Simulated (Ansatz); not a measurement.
**Vibrations of species on Si(100)-2x1 dimers**

Aim: bond lengths and vibrational modes of species bound on Si(100)-2x1 dimers.

Main program and level: Ansatz 0.2.0; DFT PBE, scalar-relativistic, plane waves, PAW; PAW set soft_1.

**1. The bulk crystal behind the slab**

The structure is cubic, space group Fd-3m (No. 227). Conventional cell: a = 5.450 Å, b = 5.450 Å, c = 5.450 Å, α = 90.00°, β = 90.00°, γ = 90.00°. Nearest to Si lie 4 Si at 2.36 Å.

**2. Relaxation of the host**

The host crystal is relaxed at the same level, and its volume sets the scale of the cells that follow.

input.yaml

```yaml
crystal:
  lattice:
    - [0.0, 2.725, 2.725]
    - [2.725, 0.0, 2.725]
    - [2.725, 2.725, 0.0]
  atoms:
    - { symbol: Si, position: [0.0, 0.0, 0.0] }
    - { symbol: Si, position: [0.25, 0.25, 0.25] }
kpoints:
  mp_grid: { grid: [10, 10, 10] }
hamiltonian:
  xc: pbe
  pseudopotentials: { kind: paw, azcp: { folder: soft_1 } }
scf:
  occupations: { method: gaussian, width: 0.02 }
output:
  forces: true
  stress: true
  eigenvalues: true
relax:
  adjacent_minimum: "off"
  f_tol: 0.002
  max_steps: 60
  cell: { stress_tol: 0.02 }
```

Launch:

```bash
$ ansatz run input.yaml --threads 8 --pin off --max-ram 20480MiB --backend cpu --events-out ev --progress --plain --runs-dir out
```

Numbers of over 12 decimals in the logs are rounded to 6 here.

The program printed:

```text
The last accepted step is kept in <dir> (removed where the run ends without a failure and the disk answers)
Engine: ansatz 0.2.0, x86_64-unknown-linux-gnu
Pseudopotentials: kind: paw
Pseudopotential: Si, paw, valence charge 4, recommended cutoff 420 eV (normal), soft_1/Si.paw.azcp
Functional definition: PBE
  parameter kappa = 0.804
  parameter beta = 0.066725
  exchange = pbe_x(kappa = kappa, mu = beta*pi^2/3)
[...]
--- Relaxed structure (3 steps of the walk, 3 accepted, 1 SCFs on fresh bases) ---
  F+E_penalty+E_count = -1271.62301785 eV   max|allowed force component| = 2.776e-17 eV/Å   (the final SCF, on the basis selected at the relaxed cell)
  cell:  # Å, volume = 40.9115 Å³
    - [0, 2.734880, 2.734880]
    - [2.734880, 0, 2.734880]
    - [2.734880, 2.734880, 0]
  atoms:
    - { symbol: Si, position: [0, 0, 0] }
    - { symbol: Si, position: [0.25, 0.25, 0.25] }
[key lines of the parts left out:]
SCF converged after 4 iterations
Free energy (F): -1271.623018 eV
Fermi energy:    6.304617 eV
P = ⅓ Tr σ = 0.0045 GPa (0.045 kbar)
```

The job ended after 1.6 s (8 threads of Intel Xeon at 2.70GHz, shared host; peak memory 0.33 GiB; 7.2 s of CPU time).

The steps of the relaxation:

```
step  energy less that of the first step (eV)  largest force component (eV/Å)  pressure (GPa)  volume (Å³)
   1                                   0.0000                          0.0000            0.99        40.47
   2                                  -0.0013                          0.0000            0.24        40.81
   3                                  -0.0014                          0.0000            0.00        40.91
  4*                                  -0.0014                          0.0000            0.00        40.91
```

Relaxation steps marked * repeat the geometry before them on a plane-wave basis chosen anew for their cell, so energy and pressure can jump there.

Forces are held to the 48 operations that the run works with; a distortion that breaks them can't arise in this run.

```
conventional cell, symmetrised  before  after  change
                         a (Å)   5.450  5.470  +0.4 %
                         b (Å)   5.450  5.470  +0.4 %
                         c (Å)   5.450  5.470  +0.4 %
              volume (Å³/atom)   20.23  20.46  +1.1 %
```

The relaxed structure:

```xyz
2
Lattice="0.0000 2.7349 2.7349 2.7349 0.0000 2.7349 2.7349 2.7349 0.0000" Properties=species:S:1:pos:R:3 pbc="T T T"
Si    0.0000    0.0000    0.0000
Si    1.3674    1.3674    1.3674
```

This step gave:

| Property | Result |
| --- | --- |
| pressure | 0.004524 GPa |
| gap on the k-mesh | 0.6174 eV |
| volume per atom | 20.46 Å³ |

The forces vanish by symmetry.

**3. Letting the atoms settle: F and OH on one dimer**

The slab carries F and OH on one dimer. Its plane takes the lattice constant of the bulk relaxed at this level. The lowest layers and the H atoms that close the back face are held, and the other atoms relax. The program lengthens the typed cell of 25.8 Å along the normal to 45.2 Å, as its cut-off of the electrostatics needs, and moves no atom.

System of this step: F and OH on one dimer on Si(100)-2x1 dimers. The cell holds 21 atoms: 14 Si, 5 H, 1 F and 1 O. Its edges and angles: a = 7.735 Å, b = 3.868 Å, c = 45.210 Å, α = 90.0°, β = 90.0°, γ = 90.0°. It derives from Si. Vacuum lies along c.

input.yaml

```yaml
crystal:
  lattice:
    - [7.7354058433, 0.0, 0.0]
    - [0.0, 3.8677029217, 0.0]
    - [0.0, 0.0, 25.7594717185]
  atoms:
    - { symbol: Si, position: [0.0, 0.0, 0.325881] }
    - { symbol: Si, position: [0.5, 0.0, 0.325881] }
    - { symbol: Si, position: [0.25, 0.0, 0.378966] }
    - { symbol: Si, position: [0.75, 0.0, 0.378966] }
    - { symbol: Si, position: [0.25, 0.5, 0.432051] }
    - { symbol: Si, position: [0.75, 0.5, 0.432051] }
    - { symbol: Si, position: [0.0, 0.5, 0.485136] }
    - { symbol: Si, position: [0.5, 0.5, 0.485136] }
    - { symbol: Si, position: [0.0, 0.0, 0.538221] }
    - { symbol: Si, position: [0.5, 0.0, 0.538221] }
    - { symbol: Si, position: [0.25, 0.0, 0.591306] }
    - { symbol: Si, position: [0.75, 0.0, 0.591306] }
    - { symbol: Si, position: [0.346175, 0.5, 0.638547] }
    - { symbol: Si, position: [0.653825, 0.5, 0.638547] }
    - { symbol: H, position: [0.0, 0.317043, 0.292211] }
    - { symbol: H, position: [0.0, 0.682957, 0.292211] }
    - { symbol: H, position: [0.5, 0.317043, 0.292211] }
    - { symbol: H, position: [0.5, 0.682957, 0.292211] }
    - { symbol: F, position: [0.273021, 0.5, 0.702681] }
    - { symbol: O, position: [0.728661, 0.5, 0.704156] }
    - { symbol: H, position: [0.853493, 0.5, 0.707789] }
  periodic: [true, true, false]
kpoints:
  mp_grid: { grid: [4, 8, 1] }
hamiltonian:
  xc: pbe
  pseudopotentials: { kind: paw, azcp: { folder: soft_1 } }
scf:
  occupations: { method: gaussian, width: 0.03 }
output:
  forces: true
  eigenvalues: true
relax:
  adjacent_minimum: "off"
  f_tol: 0.003
  max_steps: 120
  constraints: [{ sites: [0, 1, 2, 3, 14, 15, 16, 17] }]
```

The program printed:

```text
Warning: crystal.periodic: the lattice vector that does not repeat stood 0.000° off the slab's normal, 25.759 Å along it as the deck builds it. The run solves the slab on a vector along the normal, 45.210 Å long, with every atom where it was (on the deck's vector they left 15.05 Å outside them, and the widest stretch free of ions among them is 1.65 Å). A fractional position that the run reports is one of the run's ce [...]
[...]
crystal.periodic: the lattice vector that does not repeat stood 0.000° off the slab's normal, 25.759 Å along it as the deck builds it. The run solves the slab on a vector along the normal, 45.210 Å long, with every atom where it was (on the deck's vector they left 15.05 Å outside them, and the widest stretch free of ions among them is 1.65 Å). A fractional position that the run reports is one of the run's cell, which [...]
[...]
Crystal: 21 atoms, lattice volume = 1352.608 Å³
Basis set: ecut = 420 eV, 26483 PW (Γ), exchange–correlation on 108×54×640 points (8 copies of the dense FFT grid, shifted against one another)
Bands: 58, of which v1, the nominal top of the filled ones, is band 37 counted from 1 (36 counted from 0)
Symmetry: 2 space group operations
[...]
k-points: 15 of 32 (time reversal used)
[...]
SCF iter   1: F=—  HF=-10360.601792 eV  |F-HF|=—  |Δ(HF+E_count)|=         —  Δρ=3.59e-2  dr2=1.70e1  ethr=3.10e-3  ⟨swp⟩=12.2  Hψ=6626  notcnv=0  defer=78
[...]
SCF iter  12: F=-10355.951797 eV  HF=-10355.951797 eV  |F-HF|=2.25e-8  |Δ(HF+E_count)|=   3.04e-8  Δρ=9.59e-7  dr2=1.36e-8  ethr=3.04e-10  ⟨swp⟩=26.5  Hψ=8560  notcnv=0
SCF 1 converged in 12 iterations: F = -10355.951797 eV  dr2 = 1.36e-8
[...]
relax step   1: F+E_penalty+E_count = -10355.95179744 eV  Δ(F+E_penalty+E_count) = +0.000e0 eV  max|allowed force component| = 2.334e0 eV/Å  Δτ_max = 0.0000 Å  (12 SCF iters, dr2 threshold 2.25e-7 eV, accepted)
[...]
SCF iter   7: F=-10356.240048 eV  HF=-10356.240051 eV  |F-HF|=3.19e-6  |Δ(HF+E_count)|=   6.01e-6  Δρ=2.53e-5  dr2=1.20e-5  ethr=1.35e-7  ⟨swp⟩=21.4  Hψ=7221  notcnv=0
SCF 2 converged in 7 iterations: F = -10356.240048 eV  dr2 = 1.20e-5
relax step   2: F+E_penalty+E_count = -10356.24004772 eV  Δ(F+E_penalty+E_count) = -2.883e-1 eV  max|allowed force component| = 1.756e0 eV/Å  Δτ_max = 0.1948 Å  (7 SCF iters, dr2 threshold 1.00e-4 eV, accepted)
SCF iter   1: F=—  HF=-10356.359508 eV  |F-HF|=—  |Δ(HF+E_count)|=         —  Δρ=2.32e-3  dr2=4.17e-2  ethr=3.12e-4  ⟨swp⟩=4.1  Hψ=1996  notcnv=0  defer=215
[...]
SCF iter   6: F=-10356.347221 eV  HF=-10356.347225 eV  |F-HF|=3.16e-6  |Δ(HF+E_count)|=   2.16e-5  Δρ=3.08e-5  dr2=9.29e-6  ethr=1.31e-7  ⟨swp⟩=22.1  Hψ=6835  notcnv=0
SCF 3 converged in 6 iterations: F = -10356.347221 eV  dr2 = 9.29e-6
relax step   3: F+E_penalty+E_count = -10356.34722147 eV  Δ(F+E_penalty+E_count) = -1.072e-1 eV  max|allowed force component| = 1.120e0 eV/Å  Δτ_max = 0.0781 Å  (6 SCF iters, dr2 threshold 1.00e-4 eV, accepted)
[...]
relax step   4: F+E_penalty+E_count = -10356.37755798 eV  Δ(F+E_penalty+E_count) = -3.034e-2 eV  max|allowed force component| = 6.644e-1 eV/Å  Δτ_max = 0.1896 Å  (7 SCF iters, dr2 threshold 1.00e-4 eV, accepted)
[...]
relax step   5: F+E_penalty+E_count = -10356.41509705 eV  Δ(F+E_penalty+E_count) = -3.754e-2 eV  max|allowed force component| = 9.616e-2 eV/Å  Δτ_max = 0.1188 Å  (6 SCF iters, dr2 threshold 1.00e-4 eV, accepted)
[...]
relax step   6: F+E_penalty+E_count = -10356.41573532 eV  Δ(F+E_penalty+E_count) = -6.383e-4 eV  max|allowed force component| = 1.395e-2 eV/Å  Δτ_max = 0.0174 Å  (7 SCF iters, dr2 threshold 5.78e-7 eV, accepted)
[...]
relax step   7: F+E_penalty+E_count = -10356.41577642 eV  Δ(F+E_penalty+E_count) = -4.111e-5 eV  max|allowed force component| = 8.297e-3 eV/Å  Δτ_max = 0.0076 Å  (7 SCF iters, dr2 threshold 1.22e-8 eV, accepted)
[...]
relax step   8: F+E_penalty+E_count = -10356.41578018 eV  Δ(F+E_penalty+E_count) = -3.757e-6 eV  max|allowed force component| = 4.369e-3 eV/Å  Δτ_max = 0.0008 Å  (6 SCF iters, accepted)
SCF iter   1: F=—  HF=-10356.415817 eV  |F-HF|=—  |Δ(HF+E_count)|=         —  Δρ=1.77e-5  dr2=1.93e-6  ethr=1.68e-8  ⟨swp⟩=2.1  Hψ=1677  notcnv=0
[...]
SCF iter   5: F=-10356.415781 eV  HF=-10356.415781 eV  |F-HF|=2.94e-9  |Δ(HF+E_count)|=   2.36e-9  Δρ=7.15e-7  dr2=3.48e-9  ethr=1.22e-11  ⟨swp⟩=9.2  Hψ=4680  notcnv=0
SCF 9 converged in 5 iterations: F = -10356.415781 eV  dr2 = 3.48e-9
relax step   9: F+E_penalty+E_count = -10356.41578110 eV  Δ(F+E_penalty+E_count) = -9.204e-7 eV  max|allowed force component| = 6.716e-4 eV/Å  Δτ_max = 0.0005 Å  (5 SCF iters, accepted)
SCF converged after 5 iterations
Free energy (F): -10356.415781 eV
[...]
Internal energy: -10356.415781 eV  (E = F + TS)
E sigma→0 (E₀):  -10356.415781 eV
Fermi energy:    -4.745463 eV
[...]
--- Forces (eV/Å), atoms counted from 1 ---
  atom   1  Si    -0.00190036     0.00000000     0.09494625
  atom   2  Si     0.00217498     0.00000000     0.17829147
  atom   3  Si    -0.19101710     0.00000000    -0.14498717
  atom   4  Si     0.19081810     0.00000000    -0.16725885
  atom   5  Si     0.00004863     0.00000000    -0.00005345
  atom   6  Si    -0.00007184     0.00000000     0.00004646
  atom   7  Si     0.00015562     0.00000000    -0.00002345
  atom   8  Si     0.00007477     0.00000000     0.00001662
  atom   9  Si    -0.00004643     0.00000000     0.00000858
  atom  10  Si    -0.00005559     0.00000000    -0.00003263
  atom  11  Si    -0.00021104     0.00000000    -0.00021499
  atom  12  Si    -0.00008345     0.00000000    -0.00006736
  atom  13  Si     0.00004297     0.00000000     0.00014533
  atom  14  Si     0.00039047     0.00000000     0.00055761
  atom  15  H      0.00061815    -0.58606661     0.00055624
  atom  16  H      0.00061815     0.58606661     0.00055624
  atom  17  H     -0.00073122    -0.57890680     0.01896891
  atom  18  H     -0.00073122     0.57890680     0.01896891
  atom  19  F     -0.00001339     0.00000000    -0.00006849
  atom  20  O     -0.00067159     0.00000000    -0.00046727
  atom  21  H      0.00050179     0.00000000     0.00011759
  max |Σ_I F_I| component: 8.96e-5 eV/Å
--- Band table (eV; the first three rows and the last of 15) ---
  k-point 0: bands = [... 33 lower, -5.7804, -5.5609, -5.5605, -5.3365, -4.2708, -3.9633, -3.6222, -3.0301, ... 17 higher]
  k-point 1: bands = [... 33 lower, -6.2078, -5.9590, -5.6334, -5.5505, -3.7882, -3.2747, -3.1514, -2.5608, ... 17 higher]
  k-point 2: bands = [... 33 lower, -6.3466, -6.2762, -5.9314, -5.5810, -3.4106, -3.2581, -2.9482, -2.9042, ... 17 higher]
  k-point 14: bands = [... 33 lower, -7.0359, -6.7855, -6.7766, -6.6236, -3.3612, -3.3313, -3.2768, -3.0227, ... 17 higher]
  ° read free of the cell's end (the report's vacuum.weakly_bound_levels)
--- Relaxed structure (9 steps of the walk, 9 accepted, 0 SCFs on fresh bases) ---
  F+E_penalty+E_count = -10356.41578110 eV   max|allowed force component| = 6.716e-4 eV/Å
  cell:  # Å, volume = 1352.6083 Å³
    - [7.7354058433, 0.0, 0.0]
    - [0.0, 3.8677029217, 0.0]
    - [0.0, 0.0, 45.210139]
  atoms:
    - { symbol: Si, position: [0.0, 0.0, 0.185678] }
    - { symbol: Si, position: [0.5, 0.0, 0.185678] }
    - { symbol: Si, position: [0.25, 0.0, 0.215924] }
    - { symbol: Si, position: [0.75, 0.0, 0.215924] }
    - { symbol: Si, position: [0.246233, 0.5, 0.246108] }
    - { symbol: Si, position: [0.753701, 0.5, 0.246044] }
    - { symbol: Si, position: [-0.000330748, 0.5, 0.277856] }
    - { symbol: Si, position: [0.500227, 0.5, 0.274636] }
    - { symbol: Si, position: [-0.00148839, 0.0, 0.308828] }
    - { symbol: Si, position: [0.501592, 0.0, 0.304117] }
    - { symbol: Si, position: [0.261176, 0.0, 0.336471] }
    - { symbol: Si, position: [0.738279, 0.0, 0.337283] }
    - { symbol: Si, position: [0.342866, 0.5, 0.363222] }
    - { symbol: Si, position: [0.657781, 0.5, 0.364678] }
    - { symbol: H, position: [0.0, 0.317043, 0.166494] }
    - { symbol: H, position: [0.0, 0.682957, 0.166494] }
    - { symbol: H, position: [0.5, 0.317043, 0.166494] }
    - { symbol: H, position: [0.5, 0.682957, 0.166494] }
    - { symbol: F, position: [0.257786, 0.5, 0.396307] }
    - { symbol: O, position: [0.714076, 0.5, 0.400236] }
    - { symbol: H, position: [0.836057, 0.5, 0.405189] }
```

Run time: 3.3 min. Hardware: 8 threads; peak memory 3.6 GiB.

Step by step:

```
step  energy less that of the first step (eV)  largest force component (eV/Å)
   1                                   0.0000                          2.3340
   2                                  -0.2883                          1.7561
   3                                  -0.3954                          1.1199
   4                                  -0.4258                          0.6644
   5                                  -0.4633                          0.0962
   6                                  -0.4639                          0.0139
   7                                  -0.4640                          0.0083
   8                                  -0.4640                          0.0044
   9                                  -0.4640                          0.0007
```

The run keeps the 2 symmetry operations that it works with, so distortions that break them were not tested.

The atoms that moved most (Å):

```
atom      dx     dy      dz  length
 F19  -0.118  0.000  -0.184   0.218
 H21  -0.135  0.000   0.086   0.160
 O20  -0.113  0.000  -0.044   0.121
Si10   0.012  0.000  -0.115   0.116
 Si9  -0.012  0.000   0.098   0.099
Si12  -0.091  0.000   0.017   0.092
Si11   0.086  0.000  -0.020   0.089
 Si8   0.002  0.000  -0.081   0.081
```

Numbers from this step:

- gap on the k-mesh: 0.9494 eV

The largest force component left on a free atom is 0.67 meV/Å.

(Continued in part 2 of 2.)

[Logs are printed without paths, hosts, clocks, repeated set-up lines and the standing remarks that a program may print on its own settings, such as how far it seeks lower states.]

[Hosts, paths, dates, database ids (printed as entryN), source tags and the programs' standing remarks are cut or masked in the printed files.]
